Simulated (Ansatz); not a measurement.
# Pd-Au Mackay icosahedron of 55 atoms (random alloy): support functions against a reference, part 2 of 2

Aim: test how closely localised support functions follow the reference on Pd-Au Mackay icosahedron of 55 atoms (random alloy), and at what cost. A setting counts as converged where the r.m.s. difference of forces stays under 1 % of the r.m.s. force.

Ansatz 0.2.0; Kohn-Sham DFT, PBE, PAW (set soft_2, large core), plane waves.

The cell: 38 Au and 17 Pd. The host structure and its lattice constant were typed by rule, without a check against the phase diagram. Beside vacuum, support functions can miss their usual error bounds without a warning. The main run has no spin polarisation. Spin–orbit coupling is left out.

So far. Step 3 (Support functions low): Forces differ from the reference by 1.7 meV/Å r.m.s., 0.41 % of their size, within a tolerance of 1 %; the energy by -2.7 meV/atom. It took 3.1 min and 22 cycles; the reference's time can't be set against it, since the two runs asked for unlike analyses. Step 4 (Support functions medium): Forces differ from the reference by 1.7 meV/Å r.m.s., 0.42 % of their size, within a tolerance of 1 %; the energy by -2.7 meV/atom.

### Step 5. Support functions medium, radius 3.6 Å

Level of this step: Kohn-Sham DFT, PBE, PAW (set soft_2, large core), localised support functions (medium) (Ansatz).

The radius confines each support function; a larger one gives more freedom and more work per atom.

File input.yaml:

```yaml
crystal:
  lattice:
    - [18.35935, 0.0, 0.0]
    - [0.0, 18.35935, 0.0]
    - [0.0, 0.0, 18.35935]
  atoms:
    [... the 55 atom lines of step 2 ...]
kpoints:
  mp_grid: { grid: [1, 1, 1] }
hamiltonian:
  xc: pbe
  pseudopotentials: { kind: paw, core: large }
scf:
  occupations: { method: cold, width: 0.15 }
  eigensolver: { kind: { support_functions: { accuracy: medium, radius: 3.6 } } }
  mixing: { beta: 0.4 }
  max_iter: 150
output:
  forces: true
  eigenvalues: true
```

Launch:

```sh
ansatz run input.yaml --threads 8 --pin off --max-ram 15872MiB --backend cpu --events-out ev --progress --plain --runs-dir out
```

Numbers of over 12 decimals in the logs are rounded to 6 here.

The log of the run:

```text
Warning: scf.eigensolver.kind.support_functions: disabling space-group detection — the functions' gradient is summed over unrotated k-points, so no spatial operation reduces the k-mesh or symmetrises the density; time reversal is kept, so that k and −k are solved as one point where they differ and the mesh holds both, and exact exchange and, on two spinor components, a DFT+U term hold to it where the run has them: [...]
settings of this run that can trade accuracy for cost: scf.eigensolver.kind.support_functions [...]
Engine: ansatz 0.2.0, aarch64-unknown-linux-gnu
Pseudopotentials: kind: paw
Pseudopotential: Au, paw, valence charge 11, recommended cutoff 420 eV (normal), Au.paw.azcp#standard-large-core
Pseudopotential: Pd, paw, valence charge 18, recommended cutoff 420 eV (normal), Pd.paw.azcp
[... 5 lines on functional and potentials left out ...]
Error: SCF: the radius of support functions is under 4.28 Å, the least for these sites at the functions' level (scf.eigensolver.kind.support_functions.accuracy). Use scf.eigensolver.kind: auto, or type scf.eigensolver.kind.support_functions.radius at least as long, [...]
```

Elapsed: 1.1 s, on 8 threads of Arm Neoverse V2, shared host; peak memory 0.79 GiB.

The program refuses radii under 4.28 Å for these atoms at this level.

Runs without a result: support functions medium, radius 3.6 Å (error).

### Step 6. What each setting buys

Differences are against the plane-wave reference (Kohn-Sham DFT, PBE, PAW (set soft_2, large core), plane waves), whose r.m.s. force component is 0.413 eV/Å. Energies are set beside the reference only for runs with its functional, potentials and electron count. Times are for 8 threads of Arm Neoverse V2, shared host. The reference's time includes the DOS, ELF and grids, which some other runs skip.

```csv
run,"Δ force, r.m.s. (meV/Å)",share of r.m.s. force (%),Δ energy (meV/atom),cycles,time,host memory (GiB)
reference,-,-,-,19,82 s,7.2
support functions low,1.69,0.41,-2.68,22,3.1 min,6.8
support functions medium,1.72,0.416,-2.68,27,3.5 min,7.1
```

### Step 7. What the reference run shows

With the settings judged, the reference run is read for its physics.

Neighbours are counted within 3.38 Å (Au-Au), 3.38 Å (Au-Pd), 3.33 Å (Pd-Pd).

Length of the force by element and coordination:

```
element  coordination  atoms  mean length of the force (eV/Å)  spread  least   most
     Au           all     38                            0.704   0.324  0.166   1.39
     Au             6      8                            0.384   0.155  0.166  0.634
     Au             8     20                            0.762   0.278  0.331   1.33
     Au            12     10                            0.841   0.344  0.242   1.39
     Pd           all     17                            0.487   0.273  0.164   1.14
     Pd             6      4                            0.762   0.190  0.535  0.959
     Pd             8     10                            0.338   0.116  0.164  0.564
     Pd            12      3                            0.620   0.369  0.322   1.14
```

Density of states as counts of states in windows of 1 eV (from the Fermi level), total and the larger projections:

```
from (eV)  to (eV)  total  Au d  Pd d  Au s
      -10       -9    0.0   0.0   0.0   0.0
       -9       -8    2.0   0.1   0.0   1.8
       -8       -7    3.7   0.6   0.1   2.9
       -7       -6   17.4  10.3   0.8   6.0
       -6       -5   53.4  39.3   3.9   9.3
       -5       -4   80.7  66.6   7.9   4.8
       -4       -3  106.9  89.7  12.1   3.9
       -3       -2  116.3  93.0  17.8   4.1
       -2       -1  104.2  52.3  45.2   5.1
       -1        0  103.2  21.3  73.4   6.3
        0        1   19.4   2.2   5.1   7.6
        1        2   20.9   1.3   1.4   8.7
        2        3   24.7   1.0   0.9   5.7
        3        4   27.0   0.5   0.4   2.8
        4        5   24.7   0.2   0.2   1.2
```

The stored curve holds about 588 of the 724 electrons; the rest, give or take the few that broadening carries across the Fermi level, lie in deeper levels below its range.

The levels nearest the highest filled one (over half full), pooled over k-points and spins:

| level less the highest filled one (eV) | occupation |
| --- | --- |
| -0.214 | 2.15 |
| -0.204 | 2.16 |
| -0.157 | 2.14 |
| -0.0946 | 1.90 |
| -0.0298 | 1.34 |
| 0 | 1.04 |
| 0.0415 | 0.66 |
| 0.129 | 0.162 |
| 0.163 | 0.078 |
| 0.230 | 0.014 |
| 0.367 | 0 |
| 0.429 | 0 |

ELF in the ac plane at fractional y = 0.497, with atoms of Au and Pd within 0.2 Å of it. It is the smooth field of the valence electrons, not physical close to the nuclei.

Values, 13 rows by 16 columns, each cell a mean:
```
0.00 0.00 0.00 0.00 0.00 0.00 0.00 0.00 0.00 0.00 0.00 0.00 0.00 0.00 0.00 0.00
0.00 0.00 0.00 0.00 0.00 0.00 0.02 0.06 0.07 0.02 0.00 0.00 0.00 0.00 0.00 0.00
0.00 0.00 0.00 0.02 0.04 0.07 0.12 0.27 0.27 0.15 0.06 0.03 0.01 0.00 0.00 0.00
0.00 0.00 0.04 0.19 0.20 0.20 0.20 0.25 0.23 0.19 0.18 0.19 0.18 0.04 0.00 0.00
0.00 0.01 0.09 0.42 0.39 0.23 0.22 0.16 0.18 0.21 0.24 0.37 0.43 0.10 0.01 0.00
0.00 0.01 0.09 0.25 0.24 0.22 0.22 0.24 0.24 0.23 0.20 0.22 0.23 0.08 0.01 0.00
0.00 0.02 0.16 0.24 0.22 0.25 0.26 0.24 0.21 0.25 0.25 0.37 0.44 0.12 0.01 0.00
0.00 0.02 0.12 0.27 0.26 0.38 0.41 0.22 0.22 0.24 0.20 0.24 0.27 0.13 0.02 0.00
0.00 0.02 0.16 0.25 0.22 0.21 0.17 0.17 0.18 0.18 0.22 0.26 0.19 0.23 0.05 0.00
0.00 0.01 0.06 0.20 0.21 0.18 0.19 0.25 0.22 0.21 0.18 0.19 0.21 0.11 0.02 0.00
0.00 0.00 0.01 0.02 0.03 0.05 0.09 0.26 0.28 0.13 0.05 0.03 0.02 0.01 0.00 0.00
0.00 0.00 0.00 0.00 0.00 0.00 0.01 0.04 0.05 0.02 0.00 0.00 0.00 0.00 0.00 0.00
0.00 0.00 0.00 0.00 0.00 0.00 0.00 0.00 0.00 0.00 0.00 0.00 0.00 0.00 0.00 0.00
```
Columns run along a (18.4 Å), rows up along c (18.4 Å). Atoms in or near the plane, at fractional coordinates: Au at (0.50, 0.50), Au at (0.63, 0.42), Au at (0.63, 0.58), Pd at (0.37, 0.42), Au at (0.37, 0.58), Au at (0.76, 0.34), Pd at (0.75, 0.50), Pd at (0.75, 0.66), Au at (0.25, 0.34), Au at (0.25, 0.50), Pd at (0.24, 0.66), Au at (0.50, 0.76), Au at (0.50, 0.25).

Electrostatic potential energy in the ac plane at fractional y = 0.497, with atoms of Au and Pd within 0.2 Å of it. With pseudopotentials it is smooth inside the atoms' cores, unlike the true potential.

Ten even steps from '0' (-62 eV) to '9' (3 eV), each cell a mean:
```
99999999999999999999999999999999999999999999
99999999999999999999999999999999999999999999
99999999999999999999999999999999999999999999
99999999999999999999999999999999999999999999
99999999999999999999866799999999999999999999
99999999999999999998300169999999999999999999
99999999998999999999621489999999989999999999
99999999842269999999999999999996324799999999
99999999830158988899999999878996103799999999
99999999987899610169999997200489878999999999
99999999987789610169877897201589888999999999
99999999830028988898300179888996212799999999
99999999841138976788511379867897313799999999
99999999998899720158988997100389889999999999
99999999975579853479999998312588656899999999
99999999820017999999999999989995000599999999
99999999963358999999988899999998424799999999
99999999999999999999500279999999999999999999
99999999999999999999510279999999999999999999
99999999999999999999988899999999999999999999
99999999999999999999999999999999999999999999
99999999999999999999999999999999999999999999
99999999999999999999999999999999999999999999
99999999999999999999999999999999999999999999
```
Columns run along a (18.4 Å; values clipped at the 3rd and 97th percentile), rows up along c (18.4 Å). Atoms in or near the plane, at fractional coordinates: Au at (0.50, 0.50), Au at (0.63, 0.42), Au at (0.63, 0.58), Pd at (0.37, 0.42), Au at (0.37, 0.58), Au at (0.76, 0.34), Pd at (0.75, 0.50), Pd at (0.75, 0.66), Au at (0.25, 0.34), Au at (0.25, 0.50), Pd at (0.24, 0.66), Au at (0.50, 0.76), Au at (0.50, 0.25).

### Step 8. Structure statistics

These statistics describe the geometry on which the runs were made.

Normalised to the volume that the atoms fill. g(r), total and by pair (bins of 0.1 Å):

| r (Å) | total | Au-Au | Au-Pd | Pd-Pd |
| --- | --- | --- | --- | --- |
| 2.55 | 0.00 | 0.00 | 0.00 | 0.00 |
| 2.65 | 1.01 | 1.41 | 0.53 | 1.16 |
| 2.75 | 6.70 | 6.79 | 7.36 | 3.27 |
| 2.85 | 8.92 | 8.52 | 10.00 | 6.05 |
| 2.95 | 6.16 | 5.41 | 7.31 | 4.81 |
| 3.05 | 0.17 | 0.36 | 0.00 | 0.00 |
| 3.15 | 0.00 | 0.00 | 0.00 | 0.00 |
| 3.25 | 0.00 | 0.00 | 0.00 | 0.00 |
| 3.35 | 0.00 | 0.00 | 0.00 | 0.00 |
| 3.45 | 0.00 | 0.00 | 0.00 | 0.00 |
| 3.55 | 0.00 | 0.00 | 0.00 | 0.00 |
| 3.65 | 0.00 | 0.00 | 0.00 | 0.00 |
| 3.75 | 0.00 | 0.00 | 0.00 | 0.00 |
| 3.85 | 0.05 | 0.11 | 0.00 | 0.00 |
| 3.95 | 1.66 | 1.47 | 1.89 | 1.57 |
| 4.05 | 1.27 | 1.53 | 1.03 | 1.02 |
| 4.15 | 0.00 | 0.00 | 0.00 | 0.00 |
| 4.25 | 0.00 | 0.00 | 0.00 | 0.00 |
| 4.35 | 0.00 | 0.00 | 0.00 | 0.00 |
| 4.45 | 0.00 | 0.00 | 0.00 | 0.00 |
| 4.55 | 0.04 | 0.08 | 0.00 | 0.00 |
| 4.65 | 2.85 | 3.28 | 2.40 | 2.69 |
| 4.75 | 1.45 | 1.55 | 1.41 | 1.11 |
| 4.85 | 0.53 | 0.77 | 0.23 | 0.70 |
| 4.95 | 1.77 | 1.90 | 1.51 | 2.36 |
| 5.05 | 1.44 | 1.31 | 1.54 | 1.63 |
| 5.15 | 0.09 | 0.00 | 0.21 | 0.00 |
| 5.25 | 0.00 | 0.00 | 0.00 | 0.00 |
| 5.35 | 0.85 | 0.81 | 0.96 | 0.57 |
| 5.45 | 3.12 | 3.24 | 2.93 | 3.35 |
| 5.55 | 1.27 | 1.46 | 1.03 | 1.36 |
| 5.65 | 0.03 | 0.05 | 0.00 | 0.00 |
| 5.75 | 0.41 | 0.40 | 0.45 | 0.25 |
| 5.85 | 0.30 | 0.20 | 0.43 | 0.24 |
| 5.95 | 0.00 | 0.00 | 0.00 | 0.00 |
| 6.05 | 0.00 | 0.00 | 0.00 | 0.00 |
| 6.15 | 0.00 | 0.00 | 0.00 | 0.00 |
| 6.25 | 0.00 | 0.00 | 0.00 | 0.00 |
| 6.35 | 0.00 | 0.00 | 0.00 | 0.00 |
| 6.45 | 0.04 | 0.04 | 0.00 | 0.20 |
| 6.55 | 1.27 | 1.35 | 1.29 | 0.77 |
| 6.65 | 0.88 | 0.75 | 0.97 | 1.13 |
| 6.75 | 0.00 | 0.00 | 0.00 | 0.00 |
| 6.85 | 0.00 | 0.00 | 0.00 | 0.00 |

Bonds by pair of elements; cutoffs follow the first minimum of g(r), held within bounds set by covalent radii, and pairs that aren't listed don't count as bonded:

| pair A-B | cutoff (Å) | bonds | mean length (Å) | spread (Å) | shortest (Å) | B about A | A about B |
| --- | --- | --- | --- | --- | --- | --- | --- |
| Au-Au | 3.38 | 109 | 2.84 | 0.084 | 2.64 | 5.74 | 5.74 |
| Au-Pd | 3.38 | 110 | 2.85 | 0.077 | 2.65 | 2.90 | 6.47 |
| Pd-Pd | 3.33 | 15 | 2.85 | 0.087 | 2.67 | 1.76 | 1.76 |

How many atoms have how many bonded neighbours:

```
element  mean  6   8  12
     Au  8.63  8  20  10
     Pd  8.23  4  10   3
```

First main peaks of g(r), for some of the pairs, lie near 2.85 Å (Au-Au), 2.85 Å (Au-Pd) and 2.86 Å (Pd-Pd). Counting bonds as in the table, 53 % of Au atoms have 8 and 59 % of Pd atoms have 8 bonded neighbours.

The surroundings of Pd29, which has 6 bonded neighbours where the commonest count for Pd is 8, nearest first, numbered as they follow in the input and with coordinates relative to it.

```
atom      x      y     z  distance (Å)  bonds     Fx     Fy  Fz (eV/Å)
Pd29   0.00   0.00  0.00          0.00      6   0.03   0.53       0.80
Au12   0.02   1.45  2.38          2.79     12   0.20   0.10       0.57
Au38  -2.31   1.45  0.97          2.89      8  -0.32  -0.21      -0.66
Pd55   1.46  -0.85  2.41          2.95      8   0.01  -0.32       0.08
Au54  -1.44  -0.90  2.41          2.95      8   0.00  -0.52      -0.33
Au34   2.37   1.48  0.94          2.95      8   0.28  -0.41      -0.63
Au30   0.05   2.95  0.06          2.95      8   0.03  -0.15      -0.63
 Pd4  -2.31   2.88  3.32          4.96     12   0.26   0.18      -0.04
 Au8  -1.42   0.56  4.72          4.96     12   0.26   0.63       0.18
 Au2   2.34   2.93  3.26          4.97     12  -0.06  -0.13       0.63
```

The column of bonds counts only the pairs Au-Au within 3.38 Å, Au-Pd within 3.38 Å, Pd-Pd within 3.33 Å; other neighbours, such as metal atoms beside each other in a compound, aren't counted, and periodic images can show an atom twice.

### Step 9. Summary of results

- free energy per atom: -9478.5547 eV/atom
- r.m.s. force component: 0.4127 eV/Å
- wall time of the 3 DFT runs: 8 min

**Reading.** Against plane waves at 420 eV, the forces differ by 1.7 meV/Å (0.42 %) with support functions medium. At 55 atoms the fastest of the runs at a preset level, support functions low, takes roughly 2.3 times the time of plane waves (whose run also made extra analyses, so the like-for-like ratio is larger), in 22 SCF cycles against 19. Differences between support functions and plane waves include what basis error the plane-wave run still has.

6 levels are partly filled, by over 2 % (at Γ alone): at this level the cell shows no clear gap. Counting bonds as in the table, 53 % of Au atoms have 8 and 59 % of Pd atoms have 8 bonded neighbours.

What to keep in mind: The geometry was built by rule, was displaced at random and isn't relaxed at this level: its force components are 0.41 eV/Å r.m.s.

[Logs are printed without paths, hosts, clocks, repeated set-up lines and the standing remarks that a program may print on its own settings, such as how far it seeks lower states.]

[Hosts, paths, dates, database ids (printed as entryN), source tags and the programs' standing remarks are cut or masked in the printed files.]
